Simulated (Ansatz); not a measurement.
# CH2 on Rh(111), ontop start, 2x2 cell: work function, bands and core levels, part 4 of 4

Aim: how the adsorbate changes the work function, the valence spectrum and the core levels in CH2 on Rh(111), ontop start, 2x2 cell.

Ansatz 0.2.0; DFT, PBE, plane-wave PAW, scalar-relativistic; PAW set soft_1.

So far, work function, upper face (eV): step 2 (the clean face) 5.14; step 3 (relaxation) 4.27; step 4 (layer-resolved bands, DOS and potential) 4.26.

## (7) Z+1 stand-in on atom 12

System of this step: H2PdRh15C. The cell holds 19 atoms: 2 H, 1 C, 15 Rh and 1 Pd. Cell: a = 5.416 Å, b = 5.416 Å, c = 24.204 Å, α = 90.0°, β = 90.0°, γ = 60.0°. It derives from Rh. Regions: ad, 3 atoms (2 H and 1 C); L1, 4 atoms (4 Rh); L2, 4 atoms (4 Rh); L3, 4 atoms (1 Pd and 3 Rh); rest, 4 atoms (4 Rh). Vacuum lies along c.

The same swap on atom 12.

File input.yaml:

```yaml
crystal:
  lattice:
    - [5.4164379439, 0.0, 0.0]
    - [2.7082189719, 4.6907728574, 0.0]
    - [0.0, 0.0, 24.203754593]
  atoms:
    - { symbol: H, position: [0.3917964973, -0.4453201167, 0.6555339518] }
    - { symbol: H, position: [1.0380353012, -0.2686762802, 0.6803003443] }
    - { symbol: C, position: [0.1530198245, -0.3263110816, 0.6406268792] }
    - { symbol: Rh, position: [0.0146638365, -0.0072822565, 0.5844927076] }
    - { symbol: Rh, position: [0.5094544561, -0.004719585, 0.5808055303] }
    - { symbol: Rh, position: [0.0147958173, 0.4926249174, 0.584542734] }
    - { symbol: Rh, position: [0.5223603274, 0.4888837026, 0.582612648] }
    - { symbol: Rh, position: [0.8286761837, 0.3355605217, 0.4912013902] }
    - { symbol: Rh, position: [0.3345039615, 0.331126864, 0.4908632269] }
    - { symbol: Rh, position: [0.8359816271, 0.8318905164, 0.4911536044] }
    - { symbol: Rh, position: [0.3345188538, 0.8341205, 0.4908540457] }
    - { symbol: Pd, position: [0.166666667, 0.166666667, 0.401229135] }
    - { symbol: Rh, position: [0.666666667, 0.166666667, 0.401229135] }
    - { symbol: Rh, position: [0.166666667, 0.666666667, 0.401229135] }
    - { symbol: Rh, position: [0.666666667, 0.666666667, 0.401229135] }
    - { symbol: Rh, position: [0.0, 0.0, 0.30986928] }
    - { symbol: Rh, position: [0.5, 0.0, 0.30986928] }
    - { symbol: Rh, position: [0.0, 0.5, 0.30986928] }
    - { symbol: Rh, position: [0.5, 0.5, 0.30986928] }
kpoints:
  mp_grid: { grid: [12, 12, 1] }
scf:
  occupations: { method: fermi_dirac, width: 0.05 }
  n_extra_bands: 17
hamiltonian:
  xc: pbe
  pseudopotentials: { kind: paw, azcp: { folder: soft_1 } }
output:
  forces: true
  write_potential: true
  volumetric_format: []
efield:
  axis: 3
  dipole_correction: true
```

Launch:

```console
> ansatz run input.yaml --threads 8 --pin off --max-ram 40960MiB --backend cuda --events-out ev --progress --plain --runs-dir out
```

Numbers of over 12 decimals in the logs are rounded to 6 here.

Output:

```text
[...]
Crystal: 19 atoms, lattice volume = 614.952 Å³
Basis set: ecut = 420 eV, 11967 PW (Γ), exchange–correlation on 80×80×324 points (8 copies of the dense FFT grid, shifted against one another)
Bands: 157, of which v1, the nominal top of the filled ones, is band 140 counted from 1 (139 counted from 0)
Symmetry: 1 space group operations
[...]
k-points: 74 of 144 (time reversal used)
[...]
SCF iter   1: F=—  HF=-103308.191980 eV  |F-HF|=—  |Δ(HF+E_count)|=         —  Δρ=1.17e-1  dr2=1.97e2  ethr=3.10e-3  p=-0.000 e·Å  D=-1.81e-6 V/Å  ΔV_dip=0.00 eV  dr2_dipole=1.53e1  V_vac-E_F(+/−)=5.58/5.58 eV  ⟨swp⟩=7.7  Hψ=47895  notcnv=0  defer=2
[...]
SCF iter   5: F=—  HF=-103293.074852 eV  |F-HF|=—  |Δ(HF+E_count)|=   3.37e-3  Δρ=2.21e-3  dr2=6.57e-2  ethr=6.29e-5  p=0.133 e·Å  D=3.91e-2 V/Å  ΔV_dip=-0.95 eV  dr2_dipole=1.06e-3  V_vac-E_F(+/−)=4.30/5.24 eV  ⟨swp⟩=2.0  Hψ=17180  notcnv=0  defer=68
[...]
SCF 1 converged in 13 iterations: F = -103293.072317 eV  dr2 = 1.51e-8
[...]
SCF converged after 13 iterations
[...]
```

Run time: 6 s. Hardware: 1 × NVIDIA GB200 with 8 threads of Arm Neoverse V2, shared host; peak memory 1.6 GiB; 28 s of CPU time.

This step gave:

```yaml
free_energy: -103293.0723 eV
energy_at_zero_smearing: -103292.9453 eV
smearing_term_ts: 0.2539 eV
fermi_energy: 5.202 eV
```

## (8) Shifts from the Z+1 runs

An atom with a screened core hole acts like the next element, so the difference of two such total energies is the shift between the two sites; positive is more bound. Shifts count from the last listed atom of each element.

| atom | region | replaced by | shell meant | free energy (eV) | shift (eV) |
| --- | --- | --- | --- | --- | --- |
| Rh4 | layer 1 | Pd | 3d | -103293.274 | -0.20 |
| Rh6 | layer 1 | Pd | 3d | -103293.275 | -0.20 |
| Rh12 | layer 3 | Pd | 3d | -103293.072 | +0.00 |

The stand-in's nearest image is 5.4 Å away. The method gives no absolute levels and the same shift for every shell of an atom. Sites with equal energies can be equivalent by symmetry.

## (9) Maps in the surface zone

System of this step: H2Rh16C. The cell holds 19 atoms: 2 H, 1 C and 16 Rh. Its edges and angles: a = 5.416 Å, b = 5.416 Å, c = 24.204 Å, α = 90.0°, β = 90.0°, γ = 60.0°. It derives from Rh. How the cell was made: adsorbate; added: CH2; site: ontop; coverage 0.25 monolayer; cell: 2x2; on one face. Regions: ad, 3 atoms (2 H and 1 C); L1, 4 atoms (4 Rh); L2, 4 atoms (4 Rh); L3, 4 atoms (4 Rh); rest, 4 atoms (4 Rh). Vacuum lies along c.

Analysers record intensity over the zone at fixed energy, so the same weights are taken on a square grid of wave vectors.

Edit input.yaml of step 7 so:

```diff
@@ -17,3 +17,3 @@
     - { symbol: Rh, position: [0.3345188538, 0.8341205, 0.4908540457] }
-    - { symbol: Pd, position: [0.166666667, 0.166666667, 0.401229135] }
+    - { symbol: Rh, position: [0.166666667, 0.166666667, 0.401229135] }
     - { symbol: Rh, position: [0.666666667, 0.166666667, 0.401229135] }
@@ -37,2 +37,19 @@
   volumetric_format: []
+  eigenstates:
+    kpoints:
+      - [-0.4318698, 0.0440294, 0.0]
+      - [-0.2886828, 0.115623, 0.0]
+      - [-0.1454958, 0.1872164, 0.0]
+      - [-0.0023088, 0.25881, 0.0]
+      - [0.1408782, 0.3304034, 0.0]
+      - [0.284065, 0.401997, 0.0]
+      # [... 213 more points ...]
+      - [-0.143187, -0.0715934, 0.0]
+      - [0.0, 0.0, 0.0]
+    e_range: [-3.0, 1.5]
+    unfold:
+      supercell_matrix: [[2, 0, 0], [0, 2, 0], [0, 0, 1]]
+      layers:
+        axis: 3
+        edges: [0.144606, 0.423635, 0.423735, 0.574489, 0.574589, 0.845562]
 efield:
```

Output:

```text
[...]
Crystal: 19 atoms, lattice volume = 614.952 Å³
Basis set: ecut = 420 eV, 11967 PW (Γ), exchange–correlation on 80×80×324 points (8 copies of the dense FFT grid, shifted against one another)
Bands: 156, of which v1, the nominal top of the filled ones, is band 139 counted from 1 (138 counted from 0)
Symmetry: 1 space group operations
[...]
k-points: 74 of 144 (time reversal used)
[...]
SCF iter   1: F=—  HF=-102732.908870 eV  |F-HF|=—  |Δ(HF+E_count)|=         —  Δρ=7.25e-2  dr2=3.91e1  ethr=3.10e-3  p=-0.000 e·Å  D=-7.19e-7 V/Å  ΔV_dip=0.00 eV  dr2_dipole=2.54e0  V_vac-E_F(+/−)=5.81/5.81 eV  ⟨swp⟩=7.7  Hψ=48016  notcnv=0
[...]
SCF iter   6: F=—  HF=-102723.473255 eV  |F-HF|=—  |Δ(HF+E_count)|=   1.52e-3  Δρ=4.42e-4  dr2=3.07e-3  ethr=4.40e-6  p=0.128 e·Å  D=3.76e-2 V/Å  ΔV_dip=-0.91 eV  dr2_dipole=2.64e-5  V_vac-E_F(+/−)=4.27/5.18 eV  ⟨swp⟩=2.7  Hψ=19229  notcnv=0  defer=17
[...]
SCF 1 converged in 12 iterations: F = -102723.470875 eV  dr2 = 6.48e-8
[...]
SCF converged after 12 iterations
[...]
```

It took 19 s on 1 × NVIDIA GB200 with 8 threads; peak memory 8.4 GiB; 100 s of CPU time.

Numbers from this step:

- free energy: -102723.4709 eV
- energy at zero smearing: -102723.3540 eV
- smearing term TS: 0.2337 eV
- Fermi energy: 5.227 eV

A(k, E = +0.00 eV), top over kx and ky. Zero: Fermi level; centre [0, 0, 0]; axes [1, 0, 0], [0, 1, 0].

Values in eV⁻¹, 12 rows by 16 columns, each cell a mean:
```
0.63 0.65 0.48 0.60 0.44 0.40 0.49 0.69 0.71 0.48 0.45 0.48 0.63 0.44 0.61 0.57
0.49 0.62 0.40 0.51 0.48 0.47 0.73 0.52 0.52 0.73 0.45 0.47 0.52 0.40 0.62 0.49
0.72 0.69 0.53 0.65 0.46 0.43 0.49 0.79 0.78 0.48 0.37 0.44 0.71 0.54 0.73 0.73
0.95 0.81 0.59 0.57 0.56 0.59 0.74 0.70 0.66 0.67 0.52 0.61 0.62 0.44 0.81 0.84
0.43 0.57 0.63 0.65 1.11 0.65 0.32 0.44 0.43 0.33 0.61 1.04 0.65 0.59 0.61 0.39
0.51 0.52 0.46 0.51 0.68 0.38 0.49 0.56 0.57 0.51 0.44 0.71 0.48 0.48 0.51 0.46
0.46 0.51 0.48 0.48 0.71 0.44 0.51 0.57 0.56 0.49 0.38 0.68 0.51 0.46 0.52 0.51
0.39 0.61 0.59 0.65 1.04 0.61 0.33 0.43 0.44 0.32 0.65 1.11 0.65 0.63 0.57 0.43
0.84 0.81 0.44 0.62 0.61 0.52 0.67 0.66 0.70 0.74 0.59 0.56 0.57 0.59 0.81 0.95
0.73 0.73 0.54 0.71 0.44 0.37 0.48 0.78 0.79 0.49 0.43 0.46 0.65 0.53 0.69 0.72
0.49 0.62 0.40 0.52 0.47 0.45 0.73 0.52 0.52 0.73 0.47 0.48 0.51 0.40 0.62 0.49
0.57 0.61 0.44 0.63 0.48 0.45 0.48 0.71 0.69 0.49 0.40 0.44 0.60 0.48 0.65 0.63
```
Columns: kx (Å⁻¹) from -1.66 to 1.66; rows upwards: ky (Å⁻¹) from -1.66 to 1.66.

A(k, E = -0.50 eV), top over kx and ky. Zero: Fermi level; centre [0, 0, 0]; axes [1, 0, 0], [0, 1, 0].

Ten even steps from '0' (0.23 eV⁻¹) to '9' (1.43 eV⁻¹):
```
634213002323201212337
611111221262222012216
710022221454122220017
722310222262222112116
743312002314200311346
715323200294202125326
254244217637922255522
233351883202497234222
021233712504116331130
201322720442017111112
222001846515648100222
211111710244027223102
031133611405217332120
222432794202388153332
225552229736712442452
623521202492002323517
643113002413200213347
611211222262222013227
710022221454122220017
612210222262122111116
733212102323200312436
```
Columns: kx (Å⁻¹) from -1.66 to 1.66; rows upwards: ky (Å⁻¹) from -1.66 to 1.66.

Levels are drawn here with a half width of 0.08 eV, so heights of A(k,E) don't compare between steps with other widths.

In the map at +0.00 eV the intensity peaks 1.86 Å⁻¹ from the map's centre (the map runs past the first zone), and 69 % of the points pass 30 % of that peak; the grid step of 0.17 Å⁻¹ is coarse against sharp contours.

## (10) Outcome

```
work function                                                                 : 4.26 eV (other face 5.16 eV)
change from the clean face                                                    : -0.88 eV
Rh 4d centre of the filled part above −10 eV, from the plotted curve, layer 3 : -2.97 eV
Rh 4d centre of the filled part above −10 eV, from the plotted curve, layer 1 : -2.55 eV
Rh core shifts among the listed atoms, from the last listed one               : -0.20 to +0.00 eV
```

What this shows: The Fermi level of CH2 on Rh(111), ontop start, 2x2 cell lies 4.26 eV (other face 5.16 eV) below the vacuum, a change of -0.88 eV from the clean face. Only the strongest levels a point were stored, too few to count surface states. The group slid 1.5 Å sideways from its starting site. After relaxation C3 stands 1.39 Å above the top layer, bonded to 3 Rh atoms at 2.02 to 2.23 Å. The bare lower face differs from the lower face of the clean 1×1 slab by 0.00 eV, a measure of the error from mesh and slab. Core shifts by the Z+1 route: Rh -0.20 to +0.00 eV. Among the sites run, the most bound Rh 3d level is that of Rh12 (layer 3), bonded to 12 Rh; the least bound, 0.20 eV shallower, that of Rh6 (layer 1), tied with Rh4, bonded to 9 Rh and 1 C. At 21.2 eV the valence spectrum has its highest listed peaks within 10.8 eV at 0.7 eV (Rh 4d), 1.5 eV (Rh 4d) and 2.6 eV (Rh 4d). At 1486.7 eV the valence spectrum has its highest listed peaks within 13 eV at 0.7 eV (Rh 4d), 1.5 eV (Rh 4d), 2.6 eV (Rh 4d) and 3.7 eV (Rh 4d). The shell named is the one with most of the intensity, cross sections included, not always the one with most states there. In the main run, from 1486.7 eV towards hard X-rays the Rh 5s share grows by 10 points, as its cross section falls more slowly with photon energy than those of the shells it gains on. The slab's own atoms span 6.6 Å, so bulk bands appear as a few quantum-well levels, and states of the two faces can mix.

[Logs are printed without paths, hosts, clocks, repeated set-up lines and the standing remarks that a program may print on its own settings, such as how far it seeks lower states.]

[Hosts, paths, dates, database ids (printed as entryN), source tags and the programs' standing remarks are cut or masked in the printed files.]

[Maps of the electrostatic potential energy from Ansatz leave out the sawtooth potential of an applied field or a dipole correction, so their vacuum need not be flat; work functions include it.]
